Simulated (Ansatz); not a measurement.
# MgHF (built on the sites of a database entry of BaHI): following an unstable mode

Wanted: the energy along a soft mode of MgHF (built on the sites of a database entry of BaHI) and the structure at the end.

Main program and level: Ansatz 0.2.0; DFT PBEsol, scalar-relativistic, plane waves, PAW.

Most raw output is cut from this account.

The structure was built from a prototype and need not be the compound's stable phase.

## Step 1: The structure

It takes space group P4/nmm (No. 129, tetragonal). The conventional cell has a = 3.247 Å, b = 3.247 Å, c = 5.038 Å, α = 90.00°, β = 90.00°, γ = 90.00°. Nearest to Mg lie 5 F at 1.98 to 2.43 Å and 4 H at 1.98 Å. Nearest to H lie 4 Mg at 1.98 Å. F has 5 Mg at 1.98 to 2.43 Å nearest. Farther neighbours and most contacts between anions are not listed.

Coordinates:

```cif
data_structure
_symmetry_space_group_name_H-M 'P4/nmm:1'
_symmetry_Int_Tables_number 129
_cell_length_a 3.2471
_cell_length_b 3.2471
_cell_length_c 5.0382
_cell_angle_alpha 90.000
_cell_angle_beta 90.000
_cell_angle_gamma 90.000
_cell_volume 53.12
loop_
_atom_site_label
_atom_site_type_symbol
_atom_site_symmetry_multiplicity
_atom_site_Wyckoff_symbol
_atom_site_fract_x
_atom_site_fract_y
_atom_site_fract_z
_atom_site_occupancy
Mg1 Mg 2 c 0.00000 0.50000 0.22433 1
H1 H 2 a 0.00000 0.00000 0.00000 1
F1 F 2 c 0.00000 0.50000 0.61689 1
```

## Step 2: Response at finite wavevector

The cell comes from relaxations at this level that are not shown. Stability and thermal properties need the whole zone. Linear response on a 4×4×2 q mesh gives force constants as far as a supercell of that size would, and the tensors from the zone-centre run are typed in so that the long-range dipole term is interpolated apart.

Contents of input.yaml:

```yaml
crystal:
  lattice:
    - [3.2471482844, 0.0, 0.0]
    - [0.0, 3.2471482844, 0.0]
    - [0.0, 0.0, 5.0382183931]
  atoms:
    - { symbol: Mg, position: [0.0, 0.5, 0.2243332709] }
    - { symbol: Mg, position: [0.5, 0.0, 0.7756667291] }
    - { symbol: H, position: [0.0, 0.0, 0.0] }
    - { symbol: H, position: [0.5, 0.5, 0.0] }
    - { symbol: F, position: [0.0, 0.5, 0.6168861077] }
    - { symbol: F, position: [0.5, 0.0, 0.3831138923] }
kpoints:
  mp_grid: { grid: [8, 8, 6] }
hamiltonian:
  xc: pbesol
scf:
  occupations: { method: fixed }
output:
  eigenvalues: true
phonons:
  method: dfpt
  qmesh: [4, 4, 2]
  temperatures: { t_max: 1000, t_step: 50 }
  qpath:
    path:
      - [[0.0, 0.0, 0.0], [0.0, 0.5, 0.0], [0.5, 0.5, 0.0], [0.0, 0.0, 0.0], [0.0, 0.0, 0.5], [0.0, 0.5, 0.5], [0.5, 0.5, 0.5], [0.0, 0.0, 0.5]]
      - [[0.0, 0.5, 0.0], [0.0, 0.5, 0.5]]
      - [[0.5, 0.5, 0.0], [0.5, 0.5, 0.5]]
    npoints: 10
  non_analytic_term:
    high_frequency_dielectric_tensor: [[3.2524, 0.0, 0.0], [0.0, 3.2524, 0.0], [0.0, 0.0, 2.8698]]
    born_effective_charges:
      - { species: Mg, tensor: [[2.0826, 0.0, 0.0], [0.0, 2.0826, 0.0], [0.0, 0.0, 2.0599]] }
      - { species: Mg, tensor: [[2.0826, 0.0, 0.0], [0.0, 2.0826, 0.0], [0.0, 0.0, 2.0599]] }
      - { species: H, tensor: [[-0.8863, 0.0, 0.0], [0.0, -0.8863, 0.0], [0.0, 0.0, -0.6063]] }
      - { species: H, tensor: [[-0.8863, 0.0, 0.0], [0.0, -0.8863, 0.0], [0.0, 0.0, -0.6063]] }
      - { species: F, tensor: [[-1.1963, 0.0, 0.0], [0.0, -1.1963, 0.0], [0.0, 0.0, -1.4535]] }
      - { species: F, tensor: [[-1.1963, 0.0, 0.0], [0.0, -1.1963, 0.0], [0.0, 0.0, -1.4535]] }
    source: "zone-centre run at this cell"
```

Launch:

```sh
ansatz run input.yaml --threads 8 --pin off --max-ram 14336MiB --backend cpu --events-out ev --progress --plain --runs-dir out
```

It took 59 s on 8 threads of AMD EPYC 9R45, shared host; peak memory 1.1 GiB; 7 min of CPU time.

This step gave:

```
gap on the k-mesh                                       : 1.013 eV
volume per atom                                         : 8.854 Å³
sum-rule residual before enforcement                    : 2.14e-4 eV/Å²
lowest frequency on the path                            : -220.8 cm⁻¹
point group                                             : 4/mmm
highest frequency on the path or at a solved wavevector : 1415 cm⁻¹
highest optical mode at the zone centre (no LO-TO term) : 1348 cm⁻¹
lowest optical zone-centre mode                         : -136.2 cm⁻¹
lowest mode on the q mesh (acoustic modes at Γ apart)   : -220.8 cm⁻¹
```

Frequencies (cm⁻¹) solved at each irreducible wavevector; negative means imaginary. Frequencies by wavevector, by row:

```
q in reciprocal lattice units  star  mode 1  mode 2  mode 3  mode 4  mode 16  mode 17  mode 18
                        0 0 0     1  -136.2  -136.2       0       0     1225     1348     1348
                     0 0 -0.5     1  -132.3  -132.3   -78.6   -78.6     1326     1348     1348
                     0 0.25 0     4   -67.2    36.8    80.8    81.1     1199     1312     1324
                  0 0.25 -0.5     4  -115.9   -61.4    17.2   139.2     1246     1312     1323
                     0 -0.5 0     2    82.7    82.7    95.5    95.5     1201     1264     1264
                  0 -0.5 -0.5     2   -55.1   -55.1    88.7    88.7     1201     1257     1257
                  0.25 0.25 0     4  -189.3    84.6   129.2   134.8     1167     1310     1382
               0.25 0.25 -0.5     4  -147.4    76.9      98    99.6     1197     1291     1381
                  0.25 -0.5 0     4  -144.8  -144.8   163.8   163.8     1098     1375     1375
               0.25 -0.5 -0.5     4  -127.5  -127.5   130.4   130.4     1104     1371     1371
                  -0.5 -0.5 0     1  -220.8  -220.8   211.9   211.9     1096     1415     1415
               -0.5 -0.5 -0.5     1  -157.5  -157.5   124.8   124.8     1096     1412     1412
```

Interpolated from a 4×4×2 q mesh, with the LO-TO term (at Γ the limit along the path; where Γ stands inside the path, tables give the limit on arrival). The phonon branches at the labelled points (cm⁻¹):

```
    point  branch 1  branch 2  branch 3  branch 4  branch 15  branch 16  branch 17  branch 18
        Γ      -136         0         0         0       1166       1225       1348       1348
  halfway       -67        37        81        81       1192       1199       1312       1324
        X        83        83        96        96       1201       1201       1264       1264
  halfway      -145      -145       164       164       1098       1098       1375       1375
        M      -221      -221       212       212       1096       1096       1415       1415
  halfway      -189        85       129       135       1166       1167       1310       1382
        Γ      -136         0         0         0       1166       1225       1348       1348
  halfway      -134      -134       -61       -61        913       1325       1348       1348
        Z      -132      -132       -79       -79        913       1326       1348       1348
  halfway      -116       -61        17       139       1133       1246       1312       1323
        R       -55       -55        89        89       1201       1201       1257       1257
  halfway      -128      -128       130       130       1104       1104       1371       1371
        A      -158      -158       125       125       1096       1096       1412       1412
  halfway      -147        77        98       100       1167       1197       1291       1381
        Z      -132      -132       -79       -79        913       1326       1348       1348
jump to X        83        83        96        96       1201       1201       1264       1264
  halfway        44        44        86        86       1201       1201       1261       1261
        R       -55       -55        89        89       1201       1201       1257       1257
jump to M      -221      -221       212       212       1096       1096       1415       1415
  halfway      -196      -196       168       168       1096       1096       1413       1413
        A      -158      -158       125       125       1096       1096       1412       1412
```

Symmetry leaves 12 wavevectors to solve. The lowest mode among them, the acoustic zeros apart, lies at q = (-0.5, -0.5, 0) and is imaginary, 220.8i cm⁻¹, so the energy falls along it.

## Step 3: The mode frozen in, largest atomic shift 0 Å

The mode followed lies at q = (-0.5, -0.5, 0) with frequency 220.8i cm⁻¹ and is 2-fold degenerate, the softest among the wavevectors solved. At small amplitude the distorted cell has space group no. 57 by a symmetry search on the positions. The undistorted cell that holds it gives the zero of energy on the same k mesh.

System of this step: MgHF (built on the sites of a database entry of BaHI). The structure is tetragonal, space group P4/nmm (No. 129). The conventional cell has a = 3.247 Å, b = 3.247 Å, c = 5.038 Å, α = 90.00°, β = 90.00°, γ = 90.00°. Nearest to Mg lie 5 F at 1.98 to 2.43 Å and 4 H at 1.98 Å. H has 4 Mg at 1.98 Å nearest. Nearest to F lie 5 Mg at 1.98 to 2.43 Å. Farther neighbours and most contacts between anions are not listed.

Contents of input.yaml:

```yaml
crystal:
  lattice:
    - [-3.2471482844, -3.2471482844, 0.0]
    - [-3.2471482844, 3.2471482844, 0.0]
    - [0.0, 0.0, -5.0382183931]
  atoms:
    - { symbol: Mg, position: [0.25, 0.75, 0.7756667291] }
    - { symbol: Mg, position: [0.75, 0.25, 0.7756667291] }
    - { symbol: Mg, position: [0.25, 0.25, 0.2243332709] }
    - { symbol: Mg, position: [0.75, 0.75, 0.2243332709] }
    - { symbol: H, position: [0.0, 0.0, 1.0] }
    - { symbol: H, position: [0.5, 0.5, 1.0] }
    - { symbol: H, position: [0.0, 0.5, 1.0] }
    - { symbol: H, position: [0.5, 0.0, 1.0] }
    - { symbol: F, position: [0.75, 0.25, 0.3831138923] }
    - { symbol: F, position: [0.25, 0.75, 0.3831138923] }
    - { symbol: F, position: [0.25, 0.25, 0.6168861077] }
    - { symbol: F, position: [0.75, 0.75, 0.6168861077] }
kpoints:
  mp_grid: { grid: [6, 6, 6] }
hamiltonian:
  xc: pbesol
scf:
  occupations: { method: gaussian, width: 0.02 }
output:
  forces: true
  stress: true
  eigenvalues: true
```

The job ended after 0.52 s (8 threads; peak memory 0.63 GiB; 3.2 s of CPU time).

Numbers from this step:

```
pressure                         : 9.31e-4 GPa
gap on the k-mesh                : 1.012 eV
energy from the undistorted cell : 0 meV/atom
```

At this level the gap is 1.01 eV on the k-mesh of the self-consistent run, which can miss the band edges.

## Step 4: The mode frozen in, largest atomic shift 0.32 Å

The atoms are moved along the unstable eigenvector, the largest shift by 0.32 Å, with the cell fixed.

Contents of input.yaml:

```yaml
crystal:
  lattice:
    - [-3.2471482844, -3.2471482844, 0.0]
    - [-3.2471482844, 3.2471482844, 0.0]
    - [0.0, 0.0, -5.0382183931]
  atoms:
    - { symbol: Mg, position: [0.25, 0.7251987886, 0.7756667291] }
    - { symbol: Mg, position: [0.75, 0.2748012114, 0.7756667291] }
    - { symbol: Mg, position: [0.25, 0.2251987886, 0.2243332709] }
    - { symbol: Mg, position: [0.75, 0.7748012114, 0.2243332709] }
    - { symbol: H, position: [0.0, 0.0, 0.9611330039] }
    - { symbol: H, position: [0.5, 0.5, 1.0388669961] }
    - { symbol: H, position: [0.0, 0.5, 1.0388669961] }
    - { symbol: H, position: [0.5, 0.0, 0.9611330039] }
    - { symbol: F, position: [0.75, 0.1803160342, 0.3831138923] }
    - { symbol: F, position: [0.25, 0.8196839658, 0.3831138923] }
    - { symbol: F, position: [0.25, 0.3196839658, 0.6168861077] }
    - { symbol: F, position: [0.75, 0.6803160342, 0.6168861077] }
kpoints:
  mp_grid: { grid: [6, 6, 6] }
hamiltonian:
  xc: pbesol
scf:
  occupations: { method: gaussian, width: 0.02 }
output:
  forces: true
  stress: true
  eigenvalues: true
```

The job ended after 0.73 s (8 threads; peak memory 0.7 GiB).

Numbers from this step:

```
pressure                         : 1.292 GPa
gap on the k-mesh                : 1.461 eV
energy from the undistorted cell : -43.40 meV/atom
```

The energy, extrapolated to zero smearing, is -43.40 meV/atom against the undistorted cell.

The run ends at a pressure of 1.29 GPa, with forces up to 0.41 eV/Å.

## Step 5: Energy along the mode, all amplitudes (two of the runs are shown above)

An imaginary frequency means negative curvature, so the energy should fall and then rise again as anharmonic terms take over.

Numbers from this step:

```
depth at the lowest point sampled  : 43.40 meV/atom
largest atomic shift at that point : 0.32 Å
```

Table of energy from the parent by largest atomic shift:

```
largest atomic shift (Å)  energy from the parent (meV/atom)
                   0.000                                  0
                   0.040                              -1.07
                   0.080                              -4.20
                   0.140                              -12.2
                   0.220                              -26.9
                   0.320                              -43.4
                   0.450                              -34.5
                   0.600                               98.4
```

Displacement at unit largest shift by atom:

```
atom   x (Å)   y (Å)   z (Å)   size
 Mg1   0.252  -0.252   0.000  0.356
 Mg2  -0.252   0.252   0.000  0.356
 Mg3   0.252  -0.252   0.000  0.356
 Mg4  -0.252   0.252   0.000  0.356
  H5   0.000   0.000   0.612  0.612
  H6   0.000   0.000  -0.612  0.612
  H7   0.000   0.000  -0.612  0.612
  H8   0.000   0.000   0.612  0.612
  F9   0.707  -0.707   0.000  1.000
 F10  -0.707   0.707   0.000  1.000
 F11  -0.707   0.707   0.000  1.000
 F12   0.707  -0.707   0.000  1.000
```

The lowest of the steps tried is at 0.32 Å, 43.4 meV/atom below the parent; the bottom of the well need not coincide with a step.

## Step 6: Relaxing from the distorted cell

Starting from the lowest point found, all atoms and the cell are let go, so that strain and other modes of the same symmetry can join in.

Edit input.yaml of step 4 so:

```diff
@@ -23,3 +23,3 @@
 scf:
-  occupations: { method: gaussian, width: 0.02 }
+  occupations: { method: fixed }
 output:
@@ -28 +28,6 @@
   eigenvalues: true
+relax:
+  adjacent_minimum: "off"
+  f_tol: 0.002
+  max_steps: 120
+  cell: { stress_tol: 0.03 }
```

Run time: 14 s. Hardware: 8 threads; peak memory 0.76 GiB; 98 s of CPU time.

Step by step:

```
step  energy less that of the first step (eV)  largest force component (eV/Å)  pressure (GPa)  volume (Å³)
   1                                   0.0000                          0.2556            1.29       106.25
   2                                  -0.2296                          0.3720           -0.35       108.92
   3                                  -0.3326                          0.2749           -2.11       111.86
   4                                  -0.3902                          0.2232            0.92       109.92
   5                                  -0.4033                          0.0614            0.17       110.78
   6                                  -0.4046                          0.0417           -0.29       111.57
   7                                  -0.4057                          0.0868            0.39       110.76
   8                                  -0.4066                          0.0057           -0.06       111.27
   9                                  -0.4068                          0.0010            0.00       111.22
 10*                                  -0.4637                          0.0034            0.76       111.22
  11                                  -0.4679                          0.0092            0.11       112.38
  12                                  -0.4678                          0.0220            0.12       112.48
  13                                  -0.4674                          0.0048           -0.03       112.62
  14                                  -0.4675                          0.0021           -0.01       112.58
  15                                  -0.4674                          0.0026           -0.01       112.61
  16                                  -0.4675                          0.0007            0.00       112.59
 17*                                  -0.4727                          0.0005            0.02       112.59
  18                                  -0.4726                          0.0004            0.00       112.65
 19*                                  -0.4728                          0.0004            0.00       112.65
```

Relaxation steps marked * repeat the geometry before them on a plane-wave basis chosen anew for their cell, so energy and pressure can jump there. Relaxation step 7 was tried and not accepted.

The run keeps the 8 symmetry operations that it works with, so distortions that break them were not tested.

```
     cell as run  before  after  change
           a (Å)   4.592  4.711  +2.6 %
           b (Å)   4.592  5.019  +9.3 %
           c (Å)   5.038  4.764  -5.4 %
volume (Å³/atom)    8.85   9.39  +6.0 %
```

The atoms that moved most (Å, as changes of fractional coordinates times the final cell):

```
atom      dx      dy      dz  length
 F10  -0.163   0.163  -0.083   0.245
  F9   0.163  -0.163  -0.083   0.245
 F11  -0.163   0.163   0.083   0.245
 F12   0.163  -0.163   0.083   0.245
  H6   0.000   0.000  -0.067   0.067
  H5   0.000   0.000   0.067   0.067
  H8   0.000   0.000   0.067   0.067
  H7   0.000   0.000  -0.067   0.067
```

Final coordinates:

```
Mg H F
1.0
    -3.33138   -3.33138    0.00000
    -3.54887    3.54887    0.00000
     0.00000    0.00000   -4.76435
Mg H F
4 4 4
Cartesian
  -3.3862 1.7205 -3.7098
  -3.4940 -1.5030 -3.7098
  -1.6118 -0.0539 -1.0545
  -5.2685 0.2714 -1.0545
  0.0000 0.0000 -4.5118
  -3.4401 0.1087 -5.0169
  -1.7744 1.7744 -5.0169
  -1.6657 -1.6657 -4.5118
  -2.9755 -2.0215 -1.9078
  -3.9047 2.2390 -1.9078
  -2.1303 0.4646 -2.8565
  -4.7500 -0.2471 -2.8565
```

Numbers from this step:

| Quantity | Value |
| --- | --- |
| pressure | 0.002865 GPa |
| gap on the k-mesh | 2.395 eV |
| volume per atom | 9.388 Å³ |

The distorted start has space group Pbcm; the relaxation ends in Pbcm.

## Step 7: Outcome

```yaml
unstable_mode_of_the_parent: q = (-0.5, -0.5, 0), 221i cm⁻¹
depth_at_the_lowest_point_sampled: 43.4 meV/atom
largest_atomic_shift_at_that_point: 0.32 Å
space_group_reached_within_0p01_a: Pbcm
energy_gained_over_the_parent_first_relaxation_on_the_mesh_of_the_frozen_mode: 82.8 meV/atom
volume_per_atom_phase_reached: 9.39 Å³
gap_on_the_k_mesh_phase_reached: 2.39 eV
```

What this shows: Along this mode the structure falls into Pbcm, 82.8 meV/atom below the parent. At the parent's cell the well is 43.40 meV/atom deep on the steps tried, with its lowest point at a shift of 0.32 Å. Relaxing atoms and cell changes the gain by +39.40 meV/atom against the lowest step (energies at zero smearing). The modes of the phase reached were not computed on this path. Of the 6 patterns followed to their end from this parent, this one reaches the lowest energy. Each path keeps the symmetry of its pattern, so a lower phase may lie along a pattern not tried. The program warns that the interpolation holds no quadrupole term, so branches close to Γ can be off in this crystal. The starting cell was built on a prototype and not taken from a measurement, so the phase need not exist.

[Logs are printed without paths, hosts, clocks, repeated set-up lines and the standing remarks that a program may print on its own settings, such as how far it seeks lower states.]

[Hosts, paths, dates, database ids (printed as entryN), source tags and the programs' standing remarks are cut or masked in the printed files.]
